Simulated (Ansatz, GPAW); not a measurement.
## 1T-VSeTe monolayer: simulated STM images

Wanted: filled- and empty-state images of 1T-VSeTe monolayer, with its work function.

Calculated with GPAW 26.7.0 and Ansatz 0.2.0; Ansatz plane waves; layer without images along its normal, relaxation of atoms and in-plane cell, in the first sound run; inputs show where later runs differ.

### Step 1. Set-up

The cell holds 3 atoms: 1 Te, 1 V and 1 Se. Cell: a = 3.465 Å, b = 3.465 Å, c = 21.582 Å, α = 90.0°, β = 90.0°, γ = 120.0°. Vacuum lies along c.

### Step 2. Relaxation

The atoms are relaxed first, since the surface dipole, and with it the work function, follows the positions of the outer layers.

The input, input.yaml:

```yaml
crystal:
  lattice:
    - [3.465, 0.0, 0.0]
    - [-1.7325, 3.0007780241, 0.0]
    - [0.0, 0.0, 21.5820456046]
  atoms:
    - { symbol: Te, position: [0.6666666667, 0.3333333333, 0.4170132973] }
    - { symbol: V, position: [0.0, 0.0, 0.506256284], spin: 1.0 }
    - { symbol: Se, position: [0.3333333333, 0.6666666667, 0.5829867027] }
  periodic: [true, true, false]
magnetization:
  spin_polarized: true
kpoints:
  mp_grid: { grid: [9, 9, 1] }
hamiltonian:
  xc: pbe
scf:
  occupations: { method: fermi_dirac, width: 0.05 }
relax:
  f_tol: 0.01
  max_steps: 90
  cell: {}
```

On the command line:

```console
ansatz run input.yaml --threads 4 --pin off --max-ram 8192MiB --backend cpu --events-out ev --progress --plain --runs-dir out
```

Numbers of over 12 decimals in the logs are rounded to 6 here.

What it wrote:

```text
Warning: crystal.periodic: the lattice vector that does not repeat stood 0.000° off the slab's normal, 21.582 Å along it as the deck builds it. The run solves the slab on a vector along the normal, 30.964 Å long, with every atom where it was (on the deck's vector they left 18.00 Å outside them, and the widest stretch free of ions among them is 1.93 Å). A fractional position that the run reports is one of the run's ce [...]
crystal.periodic: the lattice vector that does not repeat stood 0.000° off the slab's normal, 21.582 Å along it as the deck builds it. The run solves the slab on a vector along the normal, 30.964 Å long, with every atom where it was (on the deck's vector they left 18.00 Å outside them, and the widest stretch free of ions among them is 1.93 Å). A fractional position that the run reports is one of the run's cell, which [...]
Engine: ansatz 0.2.0, x86_64-unknown-linux-gnu
Pseudopotentials: kind: paw
Pseudopotential: Te, paw, valence charge 16, recommended cutoff 420 eV (normal), Te.paw.azcp
Pseudopotential: V, paw, valence charge 13, recommended cutoff 420 eV (normal), V.paw.azcp
Pseudopotential: Se, paw, valence charge 16, recommended cutoff 420 eV (normal), Se.paw.azcp
Functional definition: PBE
  parameter kappa = 0.804
  parameter beta = 0.066725
  exchange = pbe_x(kappa = kappa, mu = beta*pi^2/3)
  correlation = pbe_c(beta = beta)
Crystal: 3 atoms, lattice volume = 321.955 Å³
Basis set: ecut = 420 eV, 6253 PW (Γ), exchange–correlation on 48×48×432 points (8 copies of the dense FFT grid, shifted against one another)
Bands: 28, of which v1, the nominal top of the filled ones, is band 23 counted from 1 (22 counted from 0)
Symmetry: 6 space group operations
Space group: P3m1 (ITA 156), of the structure as read, at distance tolerance 6.9e-5 Å
Magnetic group: BNS 156.49 (UNI 1279), of the structure as read, at distance tolerance 6.9e-5 Å
k-points: 12 of 81 (time reversal used)
Non-local potential: Te, projectors of the file, l = 0: 2, l = 1: 2, l = 2: 2, l = 3: 2
Non-local potential: V, projectors of the file, l = 0: 3, l = 1: 2, l = 2: 3, l = 3: 1
Non-local potential: Se, projectors of the file, l = 0: 2, l = 1: 2, l = 2: 3, l = 3: 1
PAW form: soft (Blöchl's): semilocal exchange-correlation on the pseudo side does not see the compensation charge
PAW one-centre angular grid: Te, 590 points (default); XC on 64 Gauss nodes
PAW one-centre angular grid: V, 590 points (default); XC on 64 Gauss nodes
PAW one-centre angular grid: Se, 590 points (default); XC on 64 Gauss nodes
Initial density: superposition of atomic densities (neutral atoms: chi_scale 0, normalization atom)
Starting moments: Σ|m| = 1 μB on 1 of 3 sites
Initial wavefunctions: pseudopotential atomic-orbital guess
Functional: x = pbe(κ = 0.804, μ = 0.219515), c = pbe(β = 0.066725)
SCF iter   1: F=—  HF=-15363.175298 eV  |F-HF|=—  |Δ(HF+E_count)|=         —  Δρ=8.91e-3 (↑8.91e-3 ↓7.64e-3)  dr2=2.45e0  dr2_m=1.87e-2  M=0.817 μB ∫|m|=1.039 μB  β_m=0.30  ethr=3.10e-3  ⟨swp⟩=14.9  Hψ=4535  notcnv=0
Mixer restart at iter 1: flushing history
preconditioner: auto → LDOS  [metal: Δε(μ)=0.041 eV  Ē_g=7.189 eV  σ=0.050 eV  W_gap=0.20  n_scr=18 (ndim 8)  ℏωp=8.5 eV  f_vac=0.751  D(μ)=1.49/eV (n_scr^D=8)]
spin=Collinear: LDOS preconditioning applied to the charge; magnetization (m = ρ↑ − ρ↓) channel mixes plain (no charge-response kernel on spin).
SCF iter   2: F=—  HF=-15362.782108 eV  |F-HF|=—  |Δ(HF+E_count)|=   3.93e-1  Δρ=4.81e-3 (↑4.81e-3 ↓4.75e-3)  dr2=4.20e-1  dr2_m=8.52e-3  M=0.839 μB ∫|m|=1.069 μB  β_m=0.40  ethr=3.10e-3  ⟨swp⟩=3.7  Hψ=1290  notcnv=0
SCF iter   3: F=—  HF=-15362.734218 eV  |F-HF|=—  |Δ(HF+E_count)|=   4.79e-2  Δρ=2.33e-3 (↑1.80e-3 ↓2.33e-3)  dr2=3.35e-2  dr2_m=2.87e-3  M=0.861 μB ∫|m|=1.109 μB  β_m=0.57  ethr=9.33e-4  ⟨swp⟩=3.9  Hψ=1179  notcnv=0
SCF iter   4: F=—  HF=-15362.759740 eV  |F-HF|=—  |Δ(HF+E_count)|=         —  Δρ=1.64e-3 (↑1.64e-3 ↓1.45e-3)  dr2=1.10e-2  dr2_m=6.25e-3  M=0.910 μB ∫|m|=1.237 μB  β_m=0.57  ethr=7.45e-5  ⟨swp⟩=3.7  Hψ=1540  notcnv=0
SCF iter   5: F=—  HF=-15362.762107 eV  |F-HF|=—  |Δ(HF+E_count)|=   2.37e-3  Δρ=1.01e-3 (↑1.01e-3 ↓9.41e-4)  dr2=3.52e-3  dr2_m=2.68e-3  M=0.921 μB ∫|m|=1.277 μB  β_m=0.79  ethr=2.44e-5  ⟨swp⟩=3.2  Hψ=1289  notcnv=0
SCF iter   6: F=—  HF=-15362.763011 eV  |F-HF|=—  |Δ(HF+E_count)|=         —  Δρ=6.76e-4 (↑6.76e-4 ↓4.91e-4)  dr2=6.59e-3  dr2_m=8.52e-4  M=0.930 μB ∫|m|=1.314 μB  β_m=0.79  ethr=7.83e-6  ⟨swp⟩=3.0  Hψ=1215  notcnv=0
SCF iter   7: F=—  HF=-15362.762390 eV  |F-HF|=—  |Δ(HF+E_count)|=         —  Δρ=2.42e-4 (↑2.42e-4 ↓7.35e-5)  dr2=9.54e-4  dr2_m=4.84e-5  M=0.936 μB ∫|m|=1.339 μB  β_m=0.79  ethr=7.83e-6  ⟨swp⟩=2.4  Hψ=1003  notcnv=0
SCF iter   8: F=—  HF=-15362.762335 eV  |F-HF|=—  |Δ(HF+E_count)|=   5.51e-5  Δρ=7.70e-5 (↑7.70e-5 ↓4.15e-5)  dr2=2.43e-4  dr2_m=2.86e-6  M=0.936 μB ∫|m|=1.342 μB  β_m=0.63  ethr=2.12e-6  ⟨swp⟩=2.7  Hψ=1020  notcnv=0
SCF iter   9: F=—  HF=-15362.762323 eV  |F-HF|=—  |Δ(HF+E_count)|=   1.20e-5  Δρ=4.09e-5 (↑4.09e-5 ↓2.74e-5)  dr2=3.14e-5  dr2_m=1.98e-6  M=0.937 μB ∫|m|=1.343 μB  β_m=0.82  ethr=5.41e-7  ⟨swp⟩=2.2  Hψ=858  notcnv=0
SCF iter  10: F=—  HF=-15362.762327 eV  |F-HF|=—  |Δ(HF+E_count)|=   3.86e-6  Δρ=1.36e-5 (↑1.36e-5 ↓1.21e-5)  dr2=2.19e-5  dr2_m=6.08e-8  M=0.937 μB ∫|m|=1.343 μB  β_m=0.67  ethr=6.98e-8  ⟨swp⟩=3.0  Hψ=1034  notcnv=0
SCF iter  11: F=—  HF=-15362.762326 eV  |F-HF|=—  |Δ(HF+E_count)|=   2.22e-7  Δρ=7.55e-6 (↑7.55e-6 ↓5.88e-6)  dr2=6.25e-6  dr2_m=3.96e-8  M=0.937 μB ∫|m|=1.343 μB  β_m=0.83  ethr=4.86e-8  ⟨swp⟩=1.8  Hψ=792  notcnv=0
SCF iter  12: F=—  HF=-15362.762326 eV  |F-HF|=—  |Δ(HF+E_count)|=   1.39e-7  Δρ=4.56e-6 (↑4.56e-6 ↓2.27e-6)  dr2=5.05e-7  dr2_m=2.14e-8  M=0.937 μB ∫|m|=1.343 μB  β_m=0.92  ethr=1.39e-8  ⟨swp⟩=2.3  Hψ=912  notcnv=0
SCF iter  13: F=—  HF=-15362.762326 eV  |F-HF|=—  |Δ(HF+E_count)|=   5.83e-9  Δρ=6.57e-7 (↑6.57e-7 ↓4.46e-7)  dr2=3.91e-9  dr2_m=3.01e-10  M=0.937 μB ∫|m|=1.343 μB  β_m=0.80  ethr=1.12e-9  ⟨swp⟩=3.0  Hψ=1010  notcnv=0
SCF iter  14: F=-15362.762326 eV  HF=-15362.762326 eV  |F-HF|=3.27e-11  |Δ(HF+E_count)|=  8.39e-10  Δρ=2.46e-7 (↑2.46e-7 ↓1.71e-7)  dr2=5.43e-10  dr2_m=3.66e-11  M=0.937 μB ∫|m|=1.343 μB  ethr=8.69e-12  ⟨swp⟩=2.5  Hψ=2553  notcnv=0
SCF 1 converged in 14 iterations: F = -15362.762326 eV  dr2 = 5.43e-10
  greatest PAW one-centre occupation: 1.000 electrons in one spin orbital (limit 2), on the Se atom at site 2 (counted from 0), in its partial waves of l = 2
[...]
SCF iter   3: F=—  HF=-15362.953699 eV  |F-HF|=—  |Δ(HF+E_count)|=         —  Δρ=3.10e-4 (↑2.41e-4 ↓3.10e-4)  dr2=8.38e-4  dr2_m=2.01e-4  M=0.880 μB ∫|m|=1.181 μB  β_m=0.65  ethr=1.86e-6  ⟨swp⟩=3.8  Hψ=1459  notcnv=0
SCF iter   4: F=—  HF=-15362.953683 eV  |F-HF|=—  |Δ(HF+E_count)|=   1.54e-5  Δρ=7.44e-5 (↑7.44e-5 ↓7.08e-5)  dr2=4.99e-5  dr2_m=1.22e-5  M=0.885 μB ∫|m|=1.191 μB  β_m=0.77  ethr=1.86e-6  ⟨swp⟩=2.6  Hψ=880  notcnv=0
SCF iter   5: F=—  HF=-15362.953690 eV  |F-HF|=—  |Δ(HF+E_count)|=   7.19e-6  Δρ=3.32e-5 (↑2.71e-5 ↓3.32e-5)  dr2=2.68e-5  dr2_m=1.61e-6  M=0.887 μB ∫|m|=1.195 μB  β_m=0.65  ethr=1.11e-7  ⟨swp⟩=4.3  Hψ=1442  notcnv=0
SCF iter   6: F=—  HF=-15362.953688 eV  |F-HF|=—  |Δ(HF+E_count)|=   1.91e-6  Δρ=1.31e-5 (↑1.25e-5 ↓1.31e-5)  dr2=4.80e-7  dr2_m=3.61e-7  M=0.887 μB ∫|m|=1.196 μB  β_m=0.70  ethr=5.95e-8  ⟨swp⟩=2.6  Hψ=971  notcnv=0
SCF iter   7: F=—  HF=-15362.953690 eV  |F-HF|=—  |Δ(HF+E_count)|=   1.10e-6  Δρ=5.94e-6 (↑5.94e-6 ↓5.12e-6)  dr2=1.87e-7  dr2_m=7.11e-8  M=0.888 μB ∫|m|=1.197 μB  β_m=0.70  ethr=1.07e-9  ⟨swp⟩=3.7  Hψ=1563  notcnv=0
SCF iter   8: F=-15362.953690 eV  HF=-15362.953690 eV  |F-HF|=1.59e-8  |Δ(HF+E_count)|=   4.38e-7  Δρ=1.20e-6 (↑1.20e-6 ↓1.11e-6)  dr2=7.29e-8  dr2_m=6.49e-10  M=0.888 μB ∫|m|=1.197 μB  ethr=4.15e-10  ⟨swp⟩=3.9  Hψ=2912  notcnv=0
SCF 3 converged in 8 iterations: F = -15362.953690 eV  dr2 = 7.29e-8
relax step   3: F+E_penalty+E_count = -15362.95368998 eV  Δ(F+E_penalty+E_count) = -1.869e-2 eV  max|allowed force component| = 9.085e-2 eV/Å  Δτ_max = 0.0420 Å  P = +0.031 N/m  Ω = 325.043 Å³  energy of the carried Pulay correction = -1.162e-4 eV  fix = [c, alpha, beta]  reactions: c +0.000 N/m  (8 SCF iters, dr2 threshold 3.00e-7 eV, accepted)
[...]
relax step   4: F+E_penalty+E_count = -15362.95427271 eV  Δ(F+E_penalty+E_count) = -5.827e-4 eV  max|allowed force component| = 3.122e-2 eV/Å  Δτ_max = 0.0068 Å  P = +0.070 N/m  Ω = 325.710 Å³  energy of the carried Pulay correction = -1.411e-4 eV  fix = [c, alpha, beta]  reactions: c +0.000 N/m  (6 SCF iters, dr2 threshold 3.00e-7 eV, accepted)
[...]
relax step   5: F+E_penalty+E_count = -15362.95436884 eV  Δ(F+E_penalty+E_count) = -9.612e-5 eV  max|allowed force component| = 2.781e-3 eV/Å  Δτ_max = 0.0034 Å  P = +0.027 N/m  Ω = 326.464 Å³  energy of the carried Pulay correction = -1.693e-4 eV  fix = [c, alpha, beta]  reactions: c +0.000 N/m  (6 SCF iters, dr2 threshold 6.09e-8 eV, accepted)
Initial wavefunctions: pseudopotential atomic-orbital guess (no wavefunctions were taken with the density)
iter 1 solved again at ethr=4.49e-7 eV; its pass at ethr=3.10e-3 eV (dr2=2.02e-4 eV) is discarded
SCF iter   1: F=—  HF=-15362.949913 eV  |F-HF|=—  |Δ(HF+E_count)|=         —  Δρ=6.83e-5 (↑6.83e-5 ↓6.76e-5)  dr2=1.45e-6  dr2_m=1.32e-8  M=0.902 μB ∫|m|=1.220 μB  β_m=0.65  ethr=4.49e-7  ⟨swp⟩=6.0  Hψ=6976  notcnv=0
preconditioner: auto → LDOS  [metal: Δε(μ)=0.073 eV  Ē_g=7.071 eV  σ=0.050 eV  W_gap=0.35  n_scr=14 (ndim 8)  ℏωp=8.5 eV  f_vac=0.766  D(μ)=1.27/eV (n_scr^D=8)]
spin=Collinear: LDOS preconditioning applied to the charge; magnetization (m = ρ↑ − ρ↓) channel mixes plain (no charge-response kernel on spin).
SCF iter   2: F=—  HF=-15362.953517 eV  |F-HF|=—  |Δ(HF+E_count)|=   3.60e-3  Δρ=2.39e-5 (↑2.39e-5 ↓2.37e-5)  dr2=3.63e-7  dr2_m=1.74e-9  M=0.902 μB ∫|m|=1.220 μB  β_m=0.57  ethr=3.22e-9  ⟨swp⟩=4.4  Hψ=1624  notcnv=0
SCF iter   3: F=—  HF=-15362.954235 eV  |F-HF|=—  |Δ(HF+E_count)|=   7.18e-4  Δρ=1.06e-5 (↑1.06e-5 ↓1.04e-5)  dr2=7.00e-8  dr2_m=1.38e-9  M=0.902 μB ∫|m|=1.220 μB  β_m=0.66  ethr=8.06e-10  ⟨swp⟩=3.5  Hψ=1201  notcnv=0
SCF iter   4: F=—  HF=-15362.954538 eV  |F-HF|=—  |Δ(HF+E_count)|=   3.04e-4  Δρ=1.03e-6 (↑1.03e-6 ↓1.01e-6)  dr2=4.61e-9  dr2_m=6.25e-11  M=0.902 μB ∫|m|=1.220 μB  β_m=0.64  ethr=1.55e-10  ⟨swp⟩=3.9  Hψ=1305  notcnv=0
SCF iter   5: F=—  HF=-15362.954548 eV  |F-HF|=—  |Δ(HF+E_count)|=   1.00e-5  Δρ=1.87e-7 (↑1.87e-7 ↓1.61e-7)  dr2=6.46e-10  dr2_m=4.41e-11  M=0.902 μB ∫|m|=1.220 μB  β_m=0.69  ethr=1.02e-11  ⟨swp⟩=3.5  Hψ=1300  notcnv=0
SCF iter   6: F=—  HF=-15362.954554 eV  |F-HF|=—  |Δ(HF+E_count)|=   6.14e-6  Δρ=1.23e-7 (↑1.23e-7 ↓8.23e-8)  dr2=5.05e-10  dr2_m=8.01e-12  M=0.902 μB ∫|m|=1.220 μB  β_m=0.70  ethr=1.44e-12  ⟨swp⟩=5.3  Hψ=1741  notcnv=0
SCF iter   7: F=—  HF=-15362.954554 eV  |F-HF|=—  |Δ(HF+E_count)|=   4.50e-9  Δρ=5.67e-8 (↑5.67e-8 ↓3.94e-8)  dr2=5.75e-11  dr2_m=2.48e-12  M=0.902 μB ∫|m|=1.220 μB  β_m=0.85  ethr=1.12e-12  ⟨swp⟩=2.8  Hψ=922  notcnv=0
SCF iter   8: F=-15362.954554 eV  HF=-15362.954554 eV  |F-HF|=1.36e-9  |Δ(HF+E_count)|=   1.28e-8  Δρ=1.99e-8 (↑1.15e-8 ↓1.99e-8)  dr2=8.44e-12  dr2_m=1.48e-13  M=0.902 μB ∫|m|=1.220 μB  ethr=1.00e-12  ⟨swp⟩=7.4  Hψ=3606  notcnv=0
SCF 6 converged in 8 iterations: F = -15362.954554 eV  dr2 = 8.44e-12
relax step   6: F+E_penalty+E_count = -15362.95455435 eV  Δ(F+E_penalty+E_count) = -1.855e-4 eV  max|allowed force component| = 2.752e-3 eV/Å  Δτ_max = 0.0000 Å  P = +0.029 N/m  Ω = 326.464 Å³  fix = [c, alpha, beta]  reactions: c +0.000 N/m  stress off target by 2.89e-2 N/m on what of the cell is left free  SCF on the basis re-selected at this cell (its energy is not comparable with the rows above)  (8 SCF iters)
basis re-selected at this cell: Δ(F+E_penalty+E_count) = -1.855e-4 eV, ΔP = +0.002 N/m vs the last step (what re-selecting the basis moved, of the pressure what is left beyond the Pulay correction that the steps carried, after the strain that the cell walked since its last selection, with what the two solves' SCF thresholds leave and, on support functions, any second-order correction that the steps lacked; it is no m [...]
SCF converged after 8 iterations
Magnetization: 0.9021 μB (22.9511 up, 22.0489 down)
Absolute magnetization: 1.2195 μB (∫|ρ↑−ρ↓|, with the PAW one-centre terms)
Spin contamination: 0.0479 ħ² per cell (⟨S²⟩ above its minimum at these occupations)
Per-site moments (μB) at R_I (Å): [(-0.066920, 1.123522), (0.875086, 1.025515), (-0.030100, 1.025515)]
Free energy (F): -15362.954554 eV
Harris-Foulkes:  -15362.954554 eV  (|F-HF|=1.36e-9)
Internal energy: -15362.943920 eV  (E = F + TS)
E sigma→0 (E₀):  -15362.949237 eV
Entropy (-TS):   -0.010634 eV (-3.545 meV/atom)
Fermi energy:    -4.749627 eV
--- Per-component energies (eV) ---
  E_band       = -1502.100131
  E_kinetic    = 634.187437
  E_local      = -109680.074883  (includes V_loc(G=0)·N_el)
  E_nonlocal   = -950.579248
  E_hartree    = 54610.472190
  E_xc         = -358.574071
  E_vxc        = -367.142507  (∫ρ·V_xc dr)
  E_paw        = -7686.891797  (= ΣΔE_a)
  E_vpaw       = -359.435293  (= ΣTr[D̂ρ^β])
  E_aug_tail   = -0.000502  (compensation charges beyond the density's cutoff)
  E_ewald      = 48068.516954
  E_smearing   = -0.010634  (= −TS)
  E_closure    = 0.000000  (closes the sum)
  Σ components = -15362.954554   (vs F -15362.954554, Δ=0.00e0)
--- Forces (eV/Å), atoms counted from 1 ---
  atom   1  Te     0.00000000     0.00000000    -0.00275138
  atom   2  V      0.00000000    -0.00000000     0.00066573
  atom   3  Se     0.00000000    -0.00000000     0.00208617
  max |Σ_I F_I| component: 5.12e-7 eV/Å
--- 2D stress c σ (N/m, compression-positive) ---
        0.028949       0.000000      -0.000000
        0.000000       0.028949      -0.000000
       -0.000000      -0.000000       0.000000
  P = ½ c Tr σ = 0.0289 N/m
--- Relaxed structure (5 steps of the walk, 5 accepted, 1 SCFs on fresh bases) ---
  F+E_penalty+E_count = -15362.95455435 eV   max|allowed force component| = 2.752e-3 eV/Å   (the final SCF, on the basis selected at the relaxed cell)
  cell:  # Å, volume = 326.4644 Å³
    - [3.489180, 0, 0]
    - [-1.744590, 3.021719, 0]
    - [0, 0, 30.964091]
  atoms:
    - { symbol: Te, position: [0.666667, 0.333333, 0.294803] }
    - { symbol: V, position: [0, 0, 0.354005] }
    - { symbol: Se, position: [0.333333, 0.666667, 0.401056] }
```

Wall time 31 s (4 threads of Intel Xeon Platinum 8488C (Sapphire Rapids), shared host); peak memory 0.89 GiB.

The steps of the relaxation:

| step | energy less that of the first step (eV) | largest force component (eV/Å) | volume (Å³) |
| --- | --- | --- | --- |
| 1 | 0.0000 | 1.5737 | 321.96 |
| 2 | -0.1727 | 0.4524 | 322.79 |
| 3 | -0.1914 | 0.0909 | 325.04 |
| 4 | -0.1919 | 0.0312 | 325.71 |
| 5 | -0.1920 | 0.0028 | 326.46 |
| 6* | -0.1922 | 0.0028 | 326.46 |

Relaxation steps marked * repeat the geometry before them on a plane-wave basis chosen anew for their cell, so energy and pressure can jump there.

Forces are held to the 6 operations that the run works with; a distortion that breaks them can't arise in this run.

| cell as run | before | after | change |
| --- | --- | --- | --- |
| a (Å) | 3.465 | 3.489 | +0.7 % |
| b (Å) | 3.465 | 3.489 | +0.7 % |

The atoms that moved most (Å, along periodic axes as changes of fractional coordinates times the final cell, across vacuum about the mean position):

| atom | dx | dy | dz | length |
| --- | --- | --- | --- | --- |
| Se3 | 0.000 | 0.000 | -0.164 | 0.164 |
| Te1 | 0.000 | 0.000 | 0.128 | 0.128 |
| V2 | 0.000 | 0.000 | 0.035 | 0.035 |

Final coordinates:

```xyz
3
Lattice="3.4892 0.0000 0.0000 -1.7446 3.0217 0.0000 0.0000 0.0000 30.9641" Properties=species:S:1:pos:R:3
Te    1.7446    1.0072    9.1283
V     0.0000    0.0000   10.9614
Se    0.0000    2.0145   12.4183
```

This step gave:

```
free energy            : -15362.9546 eV
smearing term TS       : 0.01063 eV
magnetization          : 0.9021 μB
absolute magnetization : 1.220 μB
site moments           : -0.06692, 0.8751, -0.03010 μB
symmetry operations    : 6
```

Site moment by atom:

| atom | site moment (μB) |
| --- | --- |
| Te1 | -0.067 |
| V2 | 0.875 |
| Se3 | -0.030 |

The relaxation lowered the energy of the cell by 0.192 eV.

[end of part 1 of 3]

[Logs are printed without paths, hosts, clocks, repeated set-up lines and the standing remarks that a program may print on its own settings, such as how far it seeks lower states.]

[Hosts, paths, dates, database ids (printed as entryN), source tags and the programs' standing remarks are cut or masked in the printed files.]
